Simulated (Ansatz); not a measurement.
# The perfect GaP wire along [111], 38 atoms a period, H-terminated

Wanted: the relaxed geometry and the bands of the GaP wire along [111], 38 atoms a period, H-terminated.

Method: DFT PBE, plane waves, PAW; relaxation of a wire's period; PAW set soft_1, in the first sound run; inputs show where later runs differ, in Ansatz 0.2.0.

Most raw output is cut from this account.

## 1. Starting point

The cell holds 68 atoms: 19 Ga, 19 P and 30 H. Its edges and angles: a = 17.172 Å, b = 18.636 Å, c = 9.544 Å, α = 90.0°, β = 90.0°, γ = 90.0°. Vacuum lies along a and b. The structure's axis is c.

## 2. Relaxing the period

Band widths follow the bond lengths, so the wire is relaxed first. The atoms and the third cell vector are free; the box across stays fixed as vacuum. A Fermi-Dirac smearing is set since the result may be a metal. The pressure printed is a third of the stress's trace over the whole box, vacuum included; only the stress along the axis is relaxed.

Input file input.yaml:

```yaml
crystal:
  lattice:
    - [17.172, 0.0, 0.0]
    - [0.0, 18.636, 0.0]
    - [0.0, 0.0, 9.5435999497]
  atoms:
    - { symbol: Ga, position: [0.273122793, 0.624489296, 0.0] }
    - { symbol: Ga, position: [0.386567888, 0.443432625, 0.0] }
    - { symbol: Ga, position: [0.500012984, 0.624489296, 0.0] }
    - { symbol: Ga, position: [0.726903175, 0.624489296, 0.0] }
    - { symbol: P, position: [0.273122793, 0.624489296, 0.25] }
    - { symbol: P, position: [0.386567888, 0.443432625, 0.25] }
    - { symbol: P, position: [0.500012984, 0.262375954, 0.25] }
    - { symbol: P, position: [0.500012984, 0.624489296, 0.25] }
[... 56 atom lines left out ...]
    - { symbol: H, position: [0.681451913, 0.286555799, 0.966612879] }
    - { symbol: H, position: [0.794897009, 0.46761247, 0.966612879] }
    - { symbol: Ga, position: [0.500012984, 0.262375954, 0.0] }
    - { symbol: Ga, position: [0.61345808, 0.443432625, 0.0] }
kpoints:
  mp_grid: { grid: [1, 1, 9] }
scf:
  occupations: { method: fermi_dirac, width: 0.05 }
hamiltonian:
  xc: pbe
  pseudopotentials: { kind: paw, azcp: { folder: soft_1 } }
relax:
  cell: { fix: [a, b, alpha, beta, gamma] }
  max_steps: 45
  f_tol: 0.03
```

The run is started by

```console
> ansatz run input.yaml --threads 4 --pin off --max-ram 16384MiB --backend cpu --events-out ev --progress --plain --runs-dir out
```

Elapsed: 12 min, on 4 threads of Arm Neoverse V2, shared host; peak memory 12 GiB; 48 min of CPU time.

Relaxation path:

```csv
step,energy less that of the first step (eV),largest force component (eV/Å),pressure (GPa),volume (Å³)
1,0.0000,0.8189,-0.19,3054.12
2,-1.0468,0.3786,-0.13,3054.06
3,-1.3141,0.1204,-0.02,3051.79
4,-1.3224,0.0405,0.01,3055.54
5,-1.3236,0.0152,0.00,3055.28
6*,-1.3237,0.0152,0.00,3055.28
```

Relaxation steps marked * repeat the geometry before them on a plane-wave basis chosen anew for their cell, so energy and pressure can jump there.

Forces are held to the 2 operations that the run works with; a distortion that breaks them can't arise in this run.

```csv
cell as run,before,after,change
c (Å),9.544,9.547,+0.0 %
```

The atoms that moved most (Å, along periodic axes as changes of fractional coordinates times the final cell, across vacuum about the mean position):

```csv
atom,dx,dy,dz,length
H41,0.118,0.068,-0.011,0.137
H43,-0.118,0.068,-0.011,0.137
H42,0.000,-0.136,-0.011,0.136
Ga26,0.000,0.123,-0.059,0.136
Ga28,0.106,-0.061,-0.060,0.136
Ga23,-0.106,-0.061,-0.060,0.136
P5,0.105,-0.061,-0.054,0.133
P10,-0.105,-0.061,-0.054,0.133
```

This step gave:

```yaml
cell_length_along_the_wire: 9.547 Å
```

The cell's length comes to 9.547 Å with spin left out.

## 3. Bands of the perfect wire

This step: DFT PBE, plane waves, PAW; bands of a perfect wire; PAW set soft_1 (Ansatz 0.2.0).

At the relaxed period the bands are computed along the axis; those that cross an energy going forward count the channels that a perfect wire would open there.

Input file input.yaml:

```yaml
crystal:
  lattice:
    - [17.172, 0.0, 0.0]
    - [0.0, 18.636, 0.0]
    - [0.0, 0.0, 9.5472282046]
  atoms:
    - { symbol: Ga, position: [0.267357104, 0.627568481, 0.9933965] }
    - { symbol: Ga, position: [0.388226106, 0.444322718, 0.008692652] }
    - { symbol: Ga, position: [0.500012984, 0.622741729, 0.008686431] }
    - { symbol: Ga, position: [0.732668864, 0.627568481, 0.9933965] }
    - { symbol: P, position: [0.279263686, 0.621220441, 0.244351354] }
    - { symbol: P, position: [0.384480925, 0.442319543, 0.256408352] }
    - { symbol: P, position: [0.500012984, 0.268897539, 0.244344245] }
    - { symbol: P, position: [0.500012984, 0.626719394, 0.256407794] }
[... 56 atom lines left out ...]
    - { symbol: H, position: [0.674732832, 0.290109314, 0.966660429] }
    - { symbol: H, position: [0.788190274, 0.471199421, 0.966657563] }
    - { symbol: Ga, position: [0.500012984, 0.256251187, 0.993396811] }
    - { symbol: Ga, position: [0.611799862, 0.444322718, 0.008692652] }
kpoints:
  mp_grid: { grid: [1, 1, 9] }
  band_path: { path: ["Γ", Z], npoints: 90 }
scf:
  occupations: { method: fermi_dirac, width: 0.05 }
hamiltonian:
  xc: pbe
  pseudopotentials: { kind: paw, azcp: { folder: soft_1 } }
output:
  dos: { e_range: [-5, 4] }
  write_potential: true
  write_density: true
  volumetric_format: npy
```

Run time: 48 min. Hardware: 4 threads; peak memory 12 GiB; 3.2 h of CPU time.

Numbers from this step:

```
band gap : 2.843 eV
```

The electronic bands at the labelled points (eV, zero at the Fermi level; v1 is the highest filled band, c1 the lowest empty one):

```csv
point,v4,v3,v2,v1,c1,c2,c3,c4
Γ,-1.92,-1.79,-1.79,-1.40,1.44,1.62,1.62,1.89
halfway,-1.99,-1.81,-1.81,-1.75,1.57,1.60,1.61,1.76
Z,-1.96,-1.96,-1.88,-1.88,1.59,1.63,1.63,1.68
```

The gap is 2.84 eV, with spin left out.

The path shows a direct gap of 2.84 eV (valence top at Γ, conduction bottom at Γ).

## 4. Another level of theory, cutoff 500 eV, k-mesh 1×1×7

This step: DFT r2SCAN, plane waves, PAW; bands of a perfect wire at the PBE geometry; PAW set soft_1 (Ansatz 0.2.0).

The atoms stay at the PBE geometry and the functional changes. r2SCAN also reads the kinetic-energy density; it often gives larger moments and wider gaps than PBE, at a higher cost. Against the first PBE run of this kind, the cutoff is 500 eV against 420 and the mesh along the wire has 7 points against 9.

input.yaml, as its differences from that of step 3:

```diff
@@ -75,3 +75,3 @@
 kpoints:
-  mp_grid: { grid: [1, 1, 9] }
+  mp_grid: { grid: [1, 1, 7] }
   band_path: { path: ["Γ", Z], npoints: 90 }
@@ -80,8 +80,3 @@
 hamiltonian:
-  xc: pbe
+  xc: r2scan
   pseudopotentials: { kind: paw, azcp: { folder: soft_1 } }
-output:
-  dos: { e_range: [-5, 4] }
-  write_potential: true
-  write_density: true
-  volumetric_format: npy
```

Wall time 1.6 h (4 threads); peak memory 13 GiB.

This step gave:

| Quantity | Value |
| --- | --- |
| band gap | 3.152 eV |

The electronic bands at the labelled points (eV, zero at the Fermi level; v1 is the highest filled band, c1 the lowest empty one):

```csv
point,v4,v3,v2,v1,c1,c2,c3,c4
Γ,-2.10,-1.98,-1.98,-1.56,1.59,1.77,1.77,2.10
halfway,-2.18,-1.99,-1.99,-1.92,1.73,1.76,1.76,2.00
Z,-2.16,-2.15,-2.07,-2.07,1.82,1.84,1.84,1.86
```

The gap is 3.15 eV, against 2.84 eV under PBE at the relaxed period.

## 5. Outcome

```
cell length, PBE : 9.547 Å
gap, PBE         : 2.84 eV
gap, r2SCAN      : 3.15 eV
```

**Reading.** Under PBE the cell's length is 9.55 Å, and a gap of 2.84 eV makes it a semiconductor. At the relaxed period the wire is gapped under every functional, from 2.84 eV (PBE) to 3.15 eV (r2SCAN). Weak screening in one dimension makes quasiparticle gaps larger than the semilocal gaps, as a rule. Plain hydrogen on a compound's surface is a simple closure: it may leave surface states, and facets that end in unlike atoms put a field across the wire, both of which shrink the gap.

[Logs are printed without paths, hosts, clocks, repeated set-up lines and the standing remarks that a program may print on its own settings, such as how far it seeks lower states.]

[Hosts, paths, dates, database ids (printed as entryN), source tags and the programs' standing remarks are cut or masked in the printed files.]
